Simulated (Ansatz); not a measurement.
# Cs on W(100): change of the work function, part 2 of 2

How does Cs on the hollow site change the work function of W(100) as the layer fills?

Ansatz 0.2.0; plane-wave DFT, PBE, Ansatz PAW.

So far, work function, upper face (eV): step 2 (the clean slab) 4.14; step 3 (46 atoms, coverage 0.111 ML, cell 3x3) 2.53.

### Step 4. Adsorbate added, k-mesh 6×6×1, coverage 0.25 ML (continued)

The density of states has structure finer than the step of the table below, so its rows give means over 0.25 eV, whole bins alone (the curve runs from -8 to 1.98 eV). Peaks (eV: height): -3.970: 55.6, -3.910: 39.2, -3.010: 43.8, -2.920: 41.0, -2.410: 45.3, 1.290: 47.2, 1.860: 41.5.

Density of states against energy, zero at the Fermi level; means over each step:

| energy (eV) | density of states (states/eV a cell) |
| --- | --- |
| -7.75 | 1.36 |
| -7.50 | 1.27 |
| -7.25 | 1.38 |
| -7.00 | 1.89 |
| -6.75 | 4.26 |
| -6.50 | 2.38 |
| -6.25 | 4.51 |
| -6.00 | 6.80 |
| -5.75 | 5.98 |
| -5.50 | 9.67 |
| -5.25 | 13.4 |
| -5.00 | 14.6 |
| -4.75 | 14.9 |
| -4.50 | 12.7 |
| -4.25 | 20.9 |
| -4.00 | 31.7 |
| -3.75 | 16.2 |
| -3.50 | 12.5 |
| -3.25 | 12.8 |
| -3.00 | 33.6 |
| -2.75 | 25.9 |
| -2.50 | 27.6 |
| -2.25 | 25.3 |
| -2.00 | 20.4 |
| -1.75 | 26.9 |
| -1.50 | 22.1 |
| -1.25 | 17.9 |
| -1.00 | 19.1 |
| -0.75 | 15.4 |
| -0.50 | 27.2 |
| -0.25 | 24.0 |
| 0.00 | 20.1 |
| 0.25 | 17.4 |
| 0.50 | 17.5 |
| 0.75 | 19.1 |
| 1.00 | 23.3 |
| 1.25 | 31.4 |
| 1.50 | 26.4 |
| 1.75 | 30.4 |

Projected DOS per atom over height of the atomic layer and energy from the Fermi level. Layers: W4 W4 W4 W4 W4 Cs from below.

Ten even steps from '0' (0.00 states/eV) to '9' (2.14 states/eV), each cell a mean:
```
755551
845462
523255
612151
922261
831371
422261
534350
545460
756560
576740
243530
243420
565650
134330
135310
023210
012100
000000
000000
000000
000000
```
Columns: height of the atomic layer (Å) from 9 to 18.3 (not evenly spaced); rows upwards: energy from the Fermi level (eV) from -7.96 to 1.95.

ELF in the ca plane at fractional y = 0.250, with atoms of W and Cs within 0.2 Å of it. It is the smooth field of the valence electrons, not physical close to the nuclei.

Ten even steps from '0' (0.00) to '9' (0.88), each cell a mean:
```
45542235545542234443332100111000000000000000
55422323455433323443333210000000000000000000
54257763354367762344333321000000000000000000
42264274242373373244433332100000000000000000
42265374242374373244433332100000000000000000
54357763354357762344333321000000000000000000
55422223455433223443333210000000000000000000
45542235545542234443332100111000000000000000
45543345544543345544431024665310000000000000
55431124555432123554421269998741000000000000
55335543455335553345311599999963100000000000
43266573243256574234312896259974100000000000
42263174133164165124212893018984100000000000
43266573243257574234312896359974100000000000
55335543455335543355311599999963100000000000
55431124555432123554421269998741000000000000
45543345544553345544431024665310000000000000
```
Columns run along c (16.0 Å, from fractional 0.32 to 0.89 of the cell), rows up along a (6.3 Å). Atoms in or near the plane, at fractional coordinates: W at (0.38, 0.25), W at (0.50, 0.25), W at (0.38, 0.75), W at (0.50, 0.75), Cs at (0.66, 0.25).

Electrostatic potential energy in the ca plane at fractional y = 0.250, with atoms of W and Cs within 0.2 Å of it. With pseudopotentials it is smooth inside the atoms' cores, unlike the true potential.

Values in eV, 9 rows by 16 columns, each cell a mean:
```
  5  -3  -1   5   0  -3   6   8   8   7   6   7   7   7   7   7
  3 -40 -30   4 -30 -40   4   9   9   8   7   7   7   7   7   7
  3 -46 -35   3 -35 -45   3   9   9   8   7   7   7   7   7   7
  5 -10  -5   5  -5  -9   6   8   8   7   7   7   7   7   7   7
  5   4   4   5   5   4   7   8   6   2   4   6   7   7   7   7
  5 -21 -14   5 -10 -23   5   8   0 -18  -8   5   7   7   7   7
  2 -49 -39   4 -32 -53  -1   8  -7 -19 -15   5   7   7   7   7
  4 -30 -21   5 -16 -33   3   8  -2 -20 -11   5   7   7   7   7
  5   2   3   5   4   2   7   8   6  -1   3   6   7   7   7   7
```
Columns run along c (16.0 Å, from fractional 0.32 to 0.89 of the cell; values clipped at the 3rd and 97th percentile), rows up along a (6.3 Å). Atoms in or near the plane, at fractional coordinates: W at (0.38, 0.25), W at (0.50, 0.25), W at (0.38, 0.75), W at (0.50, 0.75), Cs at (0.66, 0.25).

Valence density in the ca plane at fractional y = 0.250, with atoms of W and Cs within 0.2 Å of it. It is the smooth field of the valence electrons, not physical close to the nuclei.

Ten steps, logarithmic in the rise over the least value, from '0' (0.0 e/Å³) to '9' (5.0 e/Å³), each cell a mean:
```
34444444444444443332211100000000000000000000
33456654444456654332211000000000000000000000
33579986444589985332111000000000000000000000
33589997434699996432111000000000000000000000
33589997434699996432111000000000000000000000
33579986444589985332111000000000000000000000
33456654444456654332211000000000000000000000
34444444444444443332211101100000000000000000
34443344444443333332211112221100000000000000
34444444444444444332211234554210000000000000
33467875444467875332212356665420000000000000
33589996433589997432112466566531000000000000
33699997433589997432112565256531000000000000
33589996433589997432112466566531000000000000
33467875444467875332212356665420000000000000
34444444444444444332211234554210000000000000
34443344444443333332211112221100000000000000
```
Columns run along c (16.0 Å, from fractional 0.32 to 0.89 of the cell), rows up along a (6.3 Å). Atoms in or near the plane, at fractional coordinates: W at (0.38, 0.25), W at (0.50, 0.25), W at (0.38, 0.75), W at (0.50, 0.75), Cs at (0.66, 0.25).

The relaxation took 9 steps and lowered the energy by 0.21 eV; the largest force on the free atoms ends at 0.016 eV/Å.

By hand: a sheet of dipoles makes a step −p/(ε₀A) in the electron's potential. With e/ε₀ = 180.95 V·Å, p = 0.5917 e·Å and A = 39.94 Å², that is −180.95 × (0.5917) / 39.94 = -2.680 eV, and the two vacuum levels of the run differ by -2.680 eV.

The covered face has 1.55 eV, -2.59 eV against the clean one; the bare back face has moved by -0.02 eV, a measure of how thin the slab is.

### Step 5. Work function against coverage

This step: plane-wave DFT, PBE, Ansatz PAW; work function against coverage (Ansatz 0.2.0).

The runs are now put side by side.

Numbers from this step:

- work function of the clean face: 4.140 eV
- largest change of the work function: -2.592 eV

Table of work function of the covered face by coverage:

| coverage (adsorbates/nm²) | work function of the covered face (eV) |
| --- | --- |
| 0.00 | 4.14 |
| 1.11 | 2.53 |
| 2.50 | 1.55 |

The dipole per adsorbate comes from the change of the cell's dipole. Coverage, by row:

| coverage (1/nm²) | coverage (ML) | work function (eV) | change (eV) | dipole per adsorbate, positive end outwards (debye) | mean height of the added atoms over the highest substrate atom (Å) |
| --- | --- | --- | --- | --- | --- |
| 1.113 | 0.1111 | 2.535 | -1.606 | 3.792 | 3.009 |
| 2.504 | 0.25 | 1.548 | -2.592 | 2.724 | 3.081 |

### Step 6. Results

- work function of the clean face: 4.14 eV
- work function at 0.11 ML: 2.53 eV
- work function at 0.25 ML: 1.55 eV
- dipole per adsorbate at 0.11 ML, positive end outwards: 3.79 D

Cs lowers the work function of W(100) at the lowest coverage, by 1.61 eV: the adsorbate layer has its positive end outwards. The slab has 5 layers, at the tabulated experimental lattice constant, one starting site was run, and quantum-size effects of a slab this thin can reach one or two tenths of an eV.

[Logs are printed without paths, hosts, clocks, repeated set-up lines and the standing remarks that a program may print on its own settings, such as how far it seeks lower states.]

[Hosts, paths, dates, database ids (printed as entryN), source tags and the programs' standing remarks are cut or masked in the printed files.]

[Maps of the electrostatic potential energy from Ansatz leave out the sawtooth potential of an applied field or a dipole correction, so their vacuum need not be flat; planar profiles and work functions include it.]
